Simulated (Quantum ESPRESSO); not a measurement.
# AlN(11-20), stepped through the number of layers, part 2 of 15

Wanted: a table for AlN(11-20) against the number of layers, and what can be fitted to it.

Quantum ESPRESSO 7.5; plane-wave DFT, PBE, GBRV ultrasoft pseudopotentials.

So far. Step 2 (Relaxing cell and ions of the reference):  The last row is no step: it is a fresh SCF in the final cell with a new plane-wave basis, -0 meV from the row before. The relaxed cell has a = 3.132, c = 5.023 Å (conventional setting).

## 3. Self-consistent run of the reference

A bulk run at that cell gives the reference energy and levels.

ref.bulk.in reads:

```
&control
  prefix = 'ref.bulk'
  outdir = './out'
  pseudo_dir = './pseudo'
  calculation = 'scf'
  tprnfor = .true.
/
&system
  ibrav = 0
  nat = 8
  ntyp = 2
  ecutwfc = 40
  ecutrho = 200
  occupations = 'smearing'
  smearing = 'fd'
  degauss = 0.002
  nbnd = 20
/
&electrons
  conv_thr = 1e-09
  mixing_beta = 0.4
  electron_maxstep = 120
/
ATOMIC_SPECIES
  Al  26.9815  al_pbe_v1.uspp.F.UPF
  N   14.0070  n_pbe_v1.2.uspp.F.UPF
CELL_PARAMETERS angstrom
  5.42440360500000 0.00000000100000 0.00000000000000
  0.00000000100000 5.02318495200000 0.00000000000000
  0.00000000000000 0.00000000000000 3.13182951300000
ATOMIC_POSITIONS crystal
  Al  0.333333767000 0.000311938800 0.000000000000
  Al  0.666666233100 0.500311938100 0.000000000000
  N   0.333330698200 0.381688061400 0.000000000000
  N   0.666669301800 0.881688061700 0.000000000000
  Al  0.833333766800 0.000311938500 0.500000000000
  Al  0.166666233300 0.500311938300 0.500000000000
  N   0.833330698400 0.381688061500 0.500000000000
  N   0.166669301500 0.881688061700 0.500000000000
K_POINTS automatic
  4 5 7 0 0 0
```

Launch:

```
> OMP_NUM_THREADS=1 mpirun -n 4 pw.x -nk 4 -in ref.bulk.in > ref.bulk.out
```

Output:

```text
[banner, memory and clock lines left out]
Program PWSCF v.7.5 starts
[citation notice left out]

[...]
Message from routine setup:
[...]
bravais-lattice index     =            0
     lattice parameter (alat)  =      10.2506  a.u.
     unit-cell volume          =     575.8719 (a.u.)^3
     number of atoms/cell      =            8
     number of atomic types    =            2
     number of electrons       =        32.00
     number of Kohn-Sham states=           20
     kinetic-energy cutoff     =      40.0000  Ry
     charge density cutoff     =     200.0000  Ry
     scf convergence threshold =      1.0E-09
     mixing beta               =       0.4000
     number of iterations used =            8  plain     mixing
     Exchange-correlation= SLA  PW   PBE  PBE
                           (   1   4   3   4   0   0   0)

[...]
PseudoPot. # 1 for Al read from file:
     ./pseudo/al_pbe_v1.uspp.F.UPF
     Pseudo is Ultrasoft + core correction, Zval =  3.0
     Generated by new atomic code, or converted to UPF format
     Using radial grid of  893 points,  3 beta functions with:
                l(1) =   0
                l(2) =   1
                l(3) =   2
     Q(r) pseudized with  8 coefficients,  rinner =    0.900   0.900   0.900
                                                       0.900   0.900

     PseudoPot. # 2 for N  read from file:
     ./pseudo/n_pbe_v1.2.uspp.F.UPF
     Pseudo is Ultrasoft + core correction, Zval =  5.0
     Generated by new atomic code, or converted to UPF format
     Using radial grid of  729 points,  4 beta functions with:
                l(1) =   0
                l(2) =   0
                l(3) =   1
                l(4) =   1
     Q(r) pseudized with  8 coefficients,  rinner =    0.900   0.900   0.900

     atomic species   valence    mass     pseudopotential
     Al                3.00    26.98150     Al( 1.00)
     N                 5.00    14.00700     N ( 1.00)

      2 Sym. Ops. (no inversion) found

[...]
number of k points=    44  Fermi-Dirac smearing, width (Ry)=  0.0020
[...]
Dense  grid:    27515 G-vectors     FFT dimensions: (  48,  45,  27)

     Smooth grid:    19701 G-vectors     FFT dimensions: (  45,  40,  24)

     Initial potential from superposition of free atoms

     starting charge      31.9901, renormalised to      32.0000
     Starting wfcs are   32 randomized atomic wfcs

     per-process dynamical memory:    31.2 Mb

     Self-consistent Calculation

     iteration #  1     ecut=    40.00 Ry     beta= 0.40
     Davidson diagonalization with overlap
     ethr =  1.00E-02,  avg # of iterations =  2.9

     total energy              =    -107.68288362 Ry
     estimated scf accuracy    <       2.39724647 Ry

     iteration #  2     ecut=    40.00 Ry     beta= 0.40
[...]
total energy              =    -108.20097084 Ry
     estimated scf accuracy    <       0.06493485 Ry

     iteration #  3     ecut=    40.00 Ry     beta= 0.40
[...]
total energy              =    -108.20088017 Ry
     estimated scf accuracy    <       0.02459918 Ry

     iteration #  4     ecut=    40.00 Ry     beta= 0.40
[...]
total energy              =    -108.20242185 Ry
     estimated scf accuracy    <       0.00592755 Ry

     iteration #  5     ecut=    40.00 Ry     beta= 0.40
[...]
total energy              =    -108.20285306 Ry
     estimated scf accuracy    <       0.00028520 Ry

     iteration #  6     ecut=    40.00 Ry     beta= 0.40
[...]
total energy              =    -108.20302113 Ry
     estimated scf accuracy    <       0.00023864 Ry

     iteration #  7     ecut=    40.00 Ry     beta= 0.40
[...]
total energy              =    -108.20300838 Ry
     estimated scf accuracy    <       0.00007094 Ry

     iteration #  8     ecut=    40.00 Ry     beta= 0.40
[...]
total energy              =    -108.20301162 Ry
     estimated scf accuracy    <       0.00000910 Ry

     iteration #  9     ecut=    40.00 Ry     beta= 0.40
[...]
total energy              =    -108.20301301 Ry
     estimated scf accuracy    <       0.00000030 Ry

     iteration # 10     ecut=    40.00 Ry     beta= 0.40
[...]
total energy              =    -108.20301302 Ry
     estimated scf accuracy    <       0.00000009 Ry

     iteration # 11     ecut=    40.00 Ry     beta= 0.40
[...]
End of self-consistent calculation

          k = 0.0000 0.0000 0.0000 (  2473 PWs)   bands (ev):

    -8.1926  -6.2586  -6.0885  -5.5783   0.9594   1.5004   2.7594   3.5809
     4.8223   5.1420   6.0562   6.0564   6.2146   6.7145   6.7145   6.9078
    10.9171  12.6402  12.6627  13.3557

          k = 0.0000 0.0000 0.2474 (  2458 PWs)   bands (ev):

    -8.0022  -6.1396  -5.9819  -5.5708   1.1878   1.6922   2.9082   3.7678
     4.1056   5.0788   5.2851   5.5679   5.5817   6.0964   6.6270   6.8174
    11.7438  12.4781  13.6706  14.0972

[...]
the Fermi energy is     9.3969 ev

!    total energy              =    -108.20301304 Ry
     estimated scf accuracy    <          4.5E-10 Ry
     smearing contrib. (-TS)   =       0.00000000 Ry
     internal energy E=F+TS    =    -108.20301304 Ry

     The total energy is F=E-TS. E is the sum of the following terms:
     one-electron contribution =      -5.27522587 Ry
     hartree contribution      =      22.96784337 Ry
     xc contribution           =     -39.51231672 Ry
     ewald contribution        =     -86.38331382 Ry

     convergence has been achieved in  11 iterations

     Forces acting on atoms (cartesian axes, Ry/au):

     atom    1 type  1   force =     0.00004326    0.00009391    0.00000000
     atom    2 type  1   force =    -0.00004248   -0.00004743    0.00000000
     atom    3 type  2   force =    -0.00001286   -0.00000167    0.00000000
     atom    4 type  2   force =     0.00001230   -0.00003985    0.00000000
     atom    5 type  1   force =     0.00003891    0.00009338    0.00000000
     atom    6 type  1   force =    -0.00003807   -0.00005223    0.00000000
     atom    7 type  2   force =    -0.00001075   -0.00000393    0.00000000
     atom    8 type  2   force =     0.00000969   -0.00004217    0.00000000

     Total force =     0.000182     Total SCF correction =     0.000010

[...]
```

Wall time 11 s (4 MPI ranks of Arm Neoverse V1, shared host); peak memory 0.28 GiB.

This step gave:

| Quantity | Value |
| --- | --- |
| free energy | -1472.1770 eV |
| valence top, on the run's zero | 6.908 eV |
| conduction bottom, on the run's zero | 10.92 eV |
| gap by band count | 4.009 eV |

[end of part 2 of 15]

[Logs are printed without paths, hosts, clocks, repeated set-up lines and the standing remarks that a program may print on its own settings, such as how far it seeks lower states.]

[Hosts, paths, dates, database ids (printed as entryN), source tags and the programs' standing remarks are cut or masked in the printed files.]

[Maps of the electrostatic potential energy from Ansatz leave out the sawtooth potential of an applied field or a dipole correction, so their vacuum need not be flat; planar profiles and work functions include it.]
